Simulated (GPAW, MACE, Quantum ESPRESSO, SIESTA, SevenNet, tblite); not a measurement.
# GPAW on random packing of Nb16Si84 (at. %) (73 atoms): settings against a plane-wave reference

Wanted: GPAW inputs and outputs for random packing of Nb16Si84 (at. %) (73 atoms), checked against a plane-wave reference.

Program: GPAW 26.7.0. Level of theory: the method is named at each step. Results are calculated unless marked as measured.

## Step 1: The starting structure

The cell holds 73 atoms: 12 Nb and 61 Si. Cell: a = 11.283 Å, b = 11.283 Å, c = 11.283 Å, α = 90.0°, β = 90.0°, γ = 90.0°. 73 atoms (12 Nb, 61 Si) packed at random in a cube at 3.27 g/cm³ and pushed apart as soft spheres; a start for melting by ab initio MD, not an equilibrated structure. Then every atom was moved at random, 0.02 Å r.m.s. a Cartesian component.

The yardstick, on the same geometry:

| Item | Value |
| --- | --- |
| method | Kohn-Sham DFT, PBE, SSSP efficiency 1.3.0 pseudopotentials, plane waves (Quantum ESPRESSO 7.5); sssp-pbe-1.3.0-efficiency, cutoffs 45/360 Ry, Γ point |
| r.m.s. force component | 1.296 eV/Å |
| longest force | 6.988 eV/Å |
| pressure | -3.588 GPa |
| time | 3.3 min on 4 MPI ranks of AMD EPYC 9R14 (Zen 4), shared host |
| CPU time | 13 min |

## Step 2: PBE, LCAO dzp, h 0.2 Å

Method: Kohn-Sham DFT, PBE, PAW, atomic orbitals (dzp).

run.py reads:

```python
import numpy as np
from ase.io import read
from gpaw import GPAW, FermiDirac

atoms = read("structure.xyz")
atoms.calc = GPAW(
    mode="lcao",
    basis="dzp",
    h=0.2,
    xc="PBE",
    kpts={"size": (1, 1, 1), "gamma": True},
    occupations=FermiDirac(0.05),
    maxiter=200,
    symmetry={"point_group": False},
    txt="gpaw.txt",
)
energy = atoms.get_potential_energy(force_consistent=True)
forces = atoms.get_forces()
print(f"energy {energy:.6f} eV")
print("forces (eV/A)")
for i, (a, f) in enumerate(zip(atoms, forces)):
    print(f"{i:4d} {a.symbol:2s} {f[0]:10.5f} {f[1]:10.5f} {f[2]:10.5f}")
print(f"Fermi level {atoms.calc.get_fermi_level():.4f} eV")
for k in range(len(atoms.calc.get_ibz_k_points())):
    for s in range(atoms.calc.get_number_of_spins()):
        e = atoms.calc.get_eigenvalues(kpt=k, spin=s)
        n = np.searchsorted(e, atoms.calc.get_fermi_level())
        print(f"k {k} spin {s} levels about the Fermi level:", np.round(e[max(n - 6, 0):n], 4).tolist(), "|", np.round(e[n:n + 6], 4).tolist())
```

structure.xyz reads:

```xyz
73
Lattice="11.28340 0.00000 0.00000 0.00000 11.28340 0.00000 0.00000 0.00000 11.28340" Properties=species:S:1:pos:R:3 pbc="T T T"
Nb 7.79243 1.39576 4.88853
Nb 7.36129 6.90849 3.87438
Nb 4.68949 11.06981 3.00962
Nb 7.98966 10.27297 3.15732
Nb 9.84589 0.35430 0.78363
Nb 10.30220 10.57886 9.42457
Nb 5.16610 9.67134 9.28804
Nb 1.28428 1.64884 2.98976
Nb 2.20737 10.68685 1.92754
Nb 3.30231 6.34703 2.70339
Nb 6.42285 5.77225 11.01587
Nb 8.91693 6.54742 10.37091
Si 0.19035 8.93374 1.70165
Si 8.45950 10.30411 6.87701
Si 4.51652 3.86626 1.34002
Si 8.04461 6.28057 6.36316
Si 8.83152 1.47993 9.63805
Si 5.54568 7.07808 8.83242
Si 9.67755 5.86895 4.68577
Si 1.44958 6.48807 10.08860
Si 2.52861 8.32895 8.70954
Si 4.46845 3.10598 8.26644
Si 4.34625 3.79551 5.70195
Si 7.28941 8.36213 8.18317
Si 6.81134 5.10766 8.01099
Si 2.87817 1.42351 8.16377
Si 0.06623 1.75942 9.66999
Si 0.24857 2.39389 6.86211
Si 3.80961 7.21709 5.95910
Si 1.10397 5.16678 5.37135
Si 1.07328 0.97962 0.14206
Si 6.48231 0.64417 8.70864
Si 1.21816 8.65234 10.50101
Si 8.88083 2.79670 0.61325
Si 6.35176 10.10271 5.90077
Si 0.18245 9.12500 7.36219
Si 4.79308 11.08752 7.04310
Si 6.16897 2.79693 3.11975
Si 9.36240 2.34571 6.84891
Si 6.38178 2.66898 10.50011
Si 7.84287 4.52385 2.72065
Si 8.72308 7.38374 1.62865
Si 3.99918 2.12410 4.10287
Si 10.52741 11.22777 3.30886
Si 2.53245 3.55359 7.39255
Si 4.10987 8.75298 4.13119
Si 7.60140 1.45330 2.22159
Si 1.06132 0.08214 7.77201
Si 2.43676 10.68188 6.18612
Si 3.24939 0.62172 10.45926
Si 9.33724 8.52168 4.73271
Si 5.90099 8.35931 0.19644
Si 9.62102 2.46339 3.29633
Si 5.65727 1.67333 1.40704
Si 9.97362 8.12100 8.51434
Si 6.76643 11.27753 0.23334
[... 13 atom lines left out ...]
Si 11.26501 4.14733 10.26022
Si 2.01420 8.35536 5.34325
Si 8.27288 9.46350 0.66617
Si 6.03030 8.68404 2.48799
```

Started as:

```sh
> OMP_NUM_THREADS=1 python run.py > output.txt
```

The program printed:

```text
energy -390.766774 eV
forces (eV/A)
   0 Nb    0.02860   -0.23142    0.59176
   1 Nb    0.27465    0.13058    0.16183
   2 Nb    0.44537    0.26022    0.33428
   3 Nb    0.47182   -0.10231    0.63732
   4 Nb   -0.54452    0.43704    0.09149
   5 Nb    0.46310   -0.19430    0.09367
   6 Nb   -0.13140    0.05502   -0.36937
   7 Nb    0.00211    0.85477   -0.18397
   8 Nb   -0.45294   -0.81024   -0.68150
   9 Nb   -0.14513   -0.67596   -0.42462
  10 Nb   -0.18203   -0.88957    0.47689
  11 Nb   -0.29037    0.46798   -0.14349
  12 Si   -0.20836   -0.17081   -0.22370
  13 Si    0.80773    0.41515    1.08622
  14 Si   -0.12286    1.23526   -0.50723
  15 Si    0.79985    1.64048    0.62010
  16 Si   -0.50656   -0.20480   -0.08051
  17 Si   -2.00838   -1.26266    0.95175
  18 Si   -0.62306    1.32465    0.37262
  19 Si   -1.05896   -2.22218   -1.00558
  20 Si    1.57344    0.52822   -1.23474
  21 Si    4.66332   -0.24402    1.48549
  22 Si    0.52600    1.38147    0.34177
  23 Si    1.72712    1.26650   -0.32661
[...]
65 Si    0.49968   -0.03403    0.43552
  66 Si    0.45548    1.49808    0.50056
  67 Si    0.16335   -0.66938   -0.98233
  68 Si   -0.44764   -0.26720    0.76446
  69 Si   -0.42464    0.99677    0.13414
  70 Si   -1.41945    1.00652    0.06307
  71 Si    0.94313    0.29896   -1.26599
  72 Si   -1.07288    0.14171    0.54576
Fermi level 6.5173 eV
k 0 spin 0 levels about the Fermi level: [6.3105, 6.3427, 6.3987, 6.4162, 6.4707, 6.5067] | [6.5237, 6.5669, 6.6225, 6.644, 6.6639, 6.7473]
```

gpaw.txt:

```text
Input parameters:
  mode=LCAO(),
  basis={'default': 'dzp'},
  h=0.2,
  kpts=MonkhorstPack(size=(1, 1, 1), gamma=True),
  maxiter=200,
  occupations=Occupations(name='fermi-dirac', width=0.05, fixmagmom=False),
  symmetry=Symmetry(point_group=False),
  xc=XC(name='PBE')
Unit cell  # Å
| periodic |         x |         y |         z |   lengths |    angles |
|----------|-----------|-----------|-----------|-----------|-----------|
|      yes | 11.283400 |  0.000000 |  0.000000 | 11.283400 | 90.000000 |
|      yes |  0.000000 | 11.283400 |  0.000000 | 11.283400 | 90.000000 |
|      yes |  0.000000 |  0.000000 | 11.283400 | 11.283400 | 90.000000 |
Number of symmetries: 1
Symmetry operations  # r_c * U_cc + t_c -> r_c
|   | kind |            matrix            |
|---|------|------------------------------|
| 0 |  E   |  1, 0, 0,  0, 1, 0,  0, 0, 1 |
BZ-sampling:
  Number of BZ points: 1
  Number of IBZ points: 1
  Monkhorst-Pack size: [1, 1, 1]
  Monkhorst-Pack shift: [0, 0, 0]
[... lines left out ...]
  Fermi-Dirac:
[... lines left out ...]
    Stencil: 6*3+1=19 point O(h^6) finite-difference Laplacian
xc functional:
  name: PBE with 2 nearest neighbor stencil
interpolation: tri-quintic # 5. degree polynomial
Initialization done in: 10.104 s
convergence criteria:
- Maximum [total energy] change in last 3 cyles: 0.0005 eV / valence electron
- Maximum integral of absolute [dens]ity change: 0.0001 electrons / valence electron
- Maximum integral of absolute [eigenst]ate change: 4e-08 eV^2 / valence electron
maximum number of iterations: 200
SCF iterations
|iter     |      energy | eigst |  dens |
|---------|-------------|-------|-------|
|iter:   1| -406.821812 |      c|       |
|iter:   2| -399.896829 |      c| -0.96 |
|iter:   3| -417.639082 |      c| -1.02 |
|iter:   4| -394.923425 |      c| -0.92 |
[...]
|iter:   9| -390.773780 |      c| -1.73 |
|iter:  10| -390.755739 |      c| -1.90 |
|iter:  11| -390.596995c|      c| -1.96 |
|iter:  12| -390.602755c|      c| -2.23 |
|iter:  13| -390.570939c|      c| -2.25 |
[...]
|iter:  24| -390.545556c|      c| -3.88 |
|iter:  25| -390.545403c|      c| -3.89 |
|iter:  26| -390.545416c|      c| -4.04c|
Converged in 26 steps
SCF loop duration: 547.664 s (21.064 s/step)
Energy contributions relative to reference atoms: (reference = -1727940.772733)
Energy contributions:
  Kinetic:         204.072173
  Coulomb:        -209.219651
  Zero:             -0.487500
  External:          0.000000
  Xc:             -384.689080
  Entropy:          -0.442716
  Spinorbit:         0.000000
  ----------------------------
  Free energy:    -390.766774
  Extrapolated:   -390.545416
dipole moment: (-93.861918, 84.301360, -46.231916)  # |e|*Ang
Fermi level: 6.517
Eigenvalues  # (at kpt = [0.000, 0.000, 0.000])
| band index |      eig [eV] | occ [0-2] |
|------------|---------------|-----------|
|          0 |       -49.074 |     2.000 |
|        ... |               |           |
|        192 |         6.239 |     1.992 |
|        193 |         6.269 |     1.986 |
[...]
|        207 |         6.819 |     0.005 |
|        ... |               |           |
|        243 |         8.342 |     0.000 |
Gap: 0.017 eV
Transition (v -> c):
  (s=0, k=0, n=199, [0.00, 0.00, 0.00]) -> (s=0, k=0, n=200, [0.00, 0.00, 0.00])
No difference between direct/indirect transitions
Force computation time: 55.516  # s
timing:  # [seconds]
  Total:  613.313  # ━━━━━━━━━━━━━━━━━━━━━━━━━━━━━━━━━━━━━━━━━━━━━━━━━━━━━━━━
  Init:    10.103  # ━
  SCF:    547.664  # ━━━━━━━━━━━━━━━━━━━━━━━━━━━━━━━━━━━━━━━━━━━━━━━━━━
  Forces:  55.517  # ━━━━━
```

The job ended after 10 min (1 thread of AMD EPYC 9R14 (Zen 4), shared host; peak memory 1.8 GiB).

Banners, paths, timers and routine set-up lines are dropped from the logs unmarked, and long logs keep their key lines alone; longer cuts are marked.

Against the reference:

```
r.m.s. force component                  : 1.378 eV/Å
r.m.s. difference of force components   : 97.31 meV/Å
longest difference of force vectors     : 392 meV/Å
force difference over r.m.s. force      : 7.509 %
slope of forces against the reference's : 1.063
correlation of force components         : 0.9992
```

Length of the force difference by element (eV/Å):

```csv
element,atoms,mean,most
Nb,12,0.10,0.16
Si,61,0.16,0.39
```

Local excerpt of 10 atoms (numbers count through the whole input) about Si54, which bears the longest force; x, y, z are measured from there.

```csv
atom,x,y,z,distance (Å),bonds,Fx,Fy,Fz (eV/Å)
Si54,0.00,0.00,0.00,0.00,6,-5.60,-1.15,-4.65
Si38,0.51,1.12,1.71,2.11,6,-1.13,3.59,4.63
Si47,1.94,-0.22,0.81,2.12,8,5.04,-2.97,1.01
Si56,1.11,-1.68,-1.17,2.33,5,-0.14,-0.86,-1.48
Si15,-1.14,2.19,-0.07,2.47,4,-0.12,1.24,-0.51
Si40,0.72,1.00,-2.19,2.51,3,-0.05,0.69,-0.28
Nb3,-0.97,-1.89,1.60,2.66,4,0.45,0.26,0.33
Si43,-1.66,0.45,2.70,3.20,6,-1.02,-0.82,-0.91
Si50,-2.41,-1.05,-2.23,3.45,5,1.17,-0.58,0.36
Si34,3.22,1.12,-0.79,3.50,3,-0.07,1.05,-0.65
```

Atoms are counted from 1 here, from 0 in the log.

Forces lie 7.5 % from the reference's, at 0.78 times its CPU time (on 1 against 4 cores).

## Step 3: RPBE, LCAO dzp, h 0.2 Å

Method: Kohn-Sham DFT, RPBE, PAW, atomic orbitals (dzp).

run.py: that of step 2 with these lines changed.

```diff
@@ -9,3 +9,3 @@
     h=0.2,
-    xc="PBE",
+    xc="RPBE",
     kpts={"size": (1, 1, 1), "gamma": True},
```

structure.xyz is that of step 2.

The program printed:

```text
energy -365.794875 eV
forces (eV/A)
   0 Nb    0.02698   -0.23222    0.64627
   1 Nb    0.19011    0.14125    0.17077
   2 Nb    0.48933    0.27223    0.37210
   3 Nb    0.47603   -0.12615    0.66408
   4 Nb   -0.54437    0.43394    0.09508
   5 Nb    0.43772   -0.23312    0.09729
   6 Nb   -0.18642    0.05930   -0.33717
   7 Nb    0.00231    0.89176   -0.13625
   8 Nb   -0.43845   -0.91183   -0.70713
   9 Nb   -0.15271   -0.64860   -0.41397
  10 Nb   -0.23684   -0.96638    0.53898
  11 Nb   -0.23268    0.47576   -0.13063
  12 Si   -0.24563   -0.21389   -0.22479
  13 Si    0.82488    0.40715    1.12055
  14 Si   -0.14477    1.23658   -0.51893
  15 Si    0.84134    1.69143    0.67756
  16 Si   -0.56315   -0.15550   -0.10889
  17 Si   -2.06635   -1.30724    0.94545
  18 Si   -0.63314    1.33647    0.39831
  19 Si   -1.10485   -2.28300   -1.02338
  20 Si    1.59827    0.52189   -1.29244
  21 Si    4.78400   -0.23316    1.53007
  22 Si    0.53385    1.44546    0.34597
  23 Si    1.80269    1.28425   -0.36217
[...]
65 Si    0.53818   -0.02106    0.43508
  66 Si    0.46451    1.53553    0.50875
  67 Si    0.16670   -0.66774   -1.02950
  68 Si   -0.45785   -0.28150    0.76486
  69 Si   -0.43414    1.01754    0.14106
  70 Si   -1.45323    1.03380    0.06465
  71 Si    0.94169    0.26302   -1.32671
  72 Si   -1.11976    0.12127    0.51726
Fermi level 6.6087 eV
k 0 spin 0 levels about the Fermi level: [6.398, 6.4289, 6.4902, 6.5071, 6.5628, 6.6005] | [6.6142, 6.6582, 6.7137, 6.735, 6.7525, 6.8393]
```

gpaw.txt:

```text
Input parameters:
  mode=LCAO(),
  basis={'default': 'dzp'},
  h=0.2,
  kpts=MonkhorstPack(size=(1, 1, 1), gamma=True),
  maxiter=200,
  occupations=Occupations(name='fermi-dirac', width=0.05, fixmagmom=False),
  symmetry=Symmetry(point_group=False),
  xc=XC(name='RPBE')
Unit cell  # Å
| periodic |         x |         y |         z |   lengths |    angles |
[... lines left out ...]
  Fermi-Dirac:
[... lines left out ...]
convergence criteria:
- Maximum [total energy] change in last 3 cyles: 0.0005 eV / valence electron
[... lines left out ...]
Converged in 26 steps
[... lines left out ...]
  Free energy:    -365.794875
  Extrapolated:   -365.573885
dipole moment: (-93.909020, 84.308252, -46.201805)  # |e|*Ang
Fermi level: 6.609
Eigenvalues  # (at kpt = [0.000, 0.000, 0.000])
| band index |      eig [eV] | occ [0-2] |
|------------|---------------|-----------|
|          0 |       -49.032 |     2.000 |
|        ... |               |           |
|        192 |         6.327 |     1.993 |
|        193 |         6.355 |     1.987 |
[...]
|        207 |         6.910 |     0.005 |
|        ... |               |           |
|        243 |         8.437 |     0.000 |
Gap: 0.014 eV
Transition (v -> c):
  (s=0, k=0, n=199, [0.00, 0.00, 0.00]) -> (s=0, k=0, n=200, [0.00, 0.00, 0.00])
No difference between direct/indirect transitions
Force computation time: 55.441  # s
timing:  # [seconds]
  Total:  611.310  # ━━━━━━━━━━━━━━━━━━━━━━━━━━━━━━━━━━━━━━━━━━━━━━━━━━━━━━━━
  Init:     9.885  # ━
  SCF:    545.954  # ━━━━━━━━━━━━━━━━━━━━━━━━━━━━━━━━━━━━━━━━━━━━━━━━━━
  Forces:  55.441  # ━━━━━
```

Elapsed: 10 min, on 1 thread; peak memory 1.8 GiB.

Numbers from this run, and their distance from the reference:

| Item | Value |
| --- | --- |
| r.m.s. force component | 1.409 eV/Å |
| r.m.s. difference of force components | 132.4 meV/Å |
| longest difference of force vectors | 544.1 meV/Å |
| force difference over r.m.s. force | 10.21 % |
| slope of forces against the reference's | 1.086 |
| correlation of force components | 0.9987 |

Against the first run (7.5 %), the force difference from the reference is 10 %, at 1.00 times the CPU time; the model has changed, so this is no error of the program alone.

## Step 4: PBE, LCAO sz(dzp), h 0.2 Å

Method: Kohn-Sham DFT, PBE, PAW, atomic orbitals (sz(dzp)).

run.py: that of step 3 with these lines changed.

```diff
@@ -7,5 +7,5 @@
     mode="lcao",
-    basis="dzp",
+    basis="sz(dzp)",
     h=0.2,
-    xc="RPBE",
+    xc="PBE",
     kpts={"size": (1, 1, 1), "gamma": True},
```

structure.xyz is that of step 3.

The program printed:

```text
energy -334.542718 eV
forces (eV/A)
   0 Nb    0.04764   -0.25831    0.84045
   1 Nb   -0.01444    0.44546    0.02037
   2 Nb   -0.14967    0.20601    0.11816
   3 Nb    0.22162    0.13084    0.97432
   4 Nb   -0.46492   -0.05154    0.01325
   5 Nb    0.14608   -0.23971    0.67531
[...]
70 Si   -2.76350    1.75012   -0.07910
  71 Si    1.81548    0.62291   -1.66318
  72 Si   -1.11272    0.02059    1.21678
Fermi level 6.8737 eV
k 0 spin 0 levels about the Fermi level: [6.6575, 6.6956, 6.7449, 6.7849, 6.8125, 6.8391] | [6.8884, 6.9636, 6.9732, 6.9904, 7.0357, 7.1187]
```

gpaw.txt:

```text
Input parameters:
  mode=LCAO(),
  basis={'default': 'sz(dzp)'},
  h=0.2,
  kpts=MonkhorstPack(size=(1, 1, 1), gamma=True),
  maxiter=200,
  occupations=Occupations(name='fermi-dirac', width=0.05, fixmagmom=False),
[... lines left out ...]
  Fermi-Dirac:
[... lines left out ...]
convergence criteria:
- Maximum [total energy] change in last 3 cyles: 0.0005 eV / valence electron
[... lines left out ...]
Converged in 24 steps
[... lines left out ...]
  Free energy:    -334.542718
[... lines left out ...]
Fermi level: 6.874
[... lines left out ...]
|        ... |               |           |
|        243 |         8.849 |     0.000 |
Gap: 0.049 eV
Transition (v -> c):
  (s=0, k=0, n=199, [0.00, 0.00, 0.00]) -> (s=0, k=0, n=200, [0.00, 0.00, 0.00])
No difference between direct/indirect transitions
Force computation time: 13.385  # s
timing:  # [seconds]
  Total:  167.256  # ━━━━━━━━━━━━━━━━━━━━━━━━━━━━━━━━━━━━━━━━━━━━━━━━━━━━━━━━
  Init:     7.310  # ━━╸
  SCF:    146.530  # ━━━━━━━━━━━━━━━━━━━━━━━━━━━━━━━━━━━━━━━━━━━━━━━━━
  Forces:  13.385  # ━━━━╸
```

The job ended after 2.8 min (1 thread; peak memory 1.4 GiB).

Numbers from this run, and their distance from the reference:

* r.m.s. force component: 2.061 eV/Å
* r.m.s. difference of force components: 864.2 meV/Å
* longest difference of force vectors: 3899 meV/Å
* force difference over r.m.s. force: 66.69 %
* slope of forces against the reference's: 1.543
* correlation of force components: 0.9699

This is a coarse setting, run to see what it loses.

Against the first run (7.5 %), the force difference from the reference is 67 %, at 0.27 times the CPU time, with 400 basis functions against 1141: the smaller basis costs accuracy.

The difference per atom is largest on Si (1.4 eV/Å on average, against 0.53 on Nb).

(Part 1 of 2 ends here.)

[Also dropped from logs without a mark: logging warnings of Python, and SIESTA's first energy breakdown and zero terms.]

[Logs are printed without paths, hosts, clocks, repeated set-up lines and the standing remarks that a program may print on its own settings, such as how far it seeks lower states.]

[Hosts, paths, dates, database ids (printed as entryN), source tags and the programs' standing remarks are cut or masked in the printed files.]
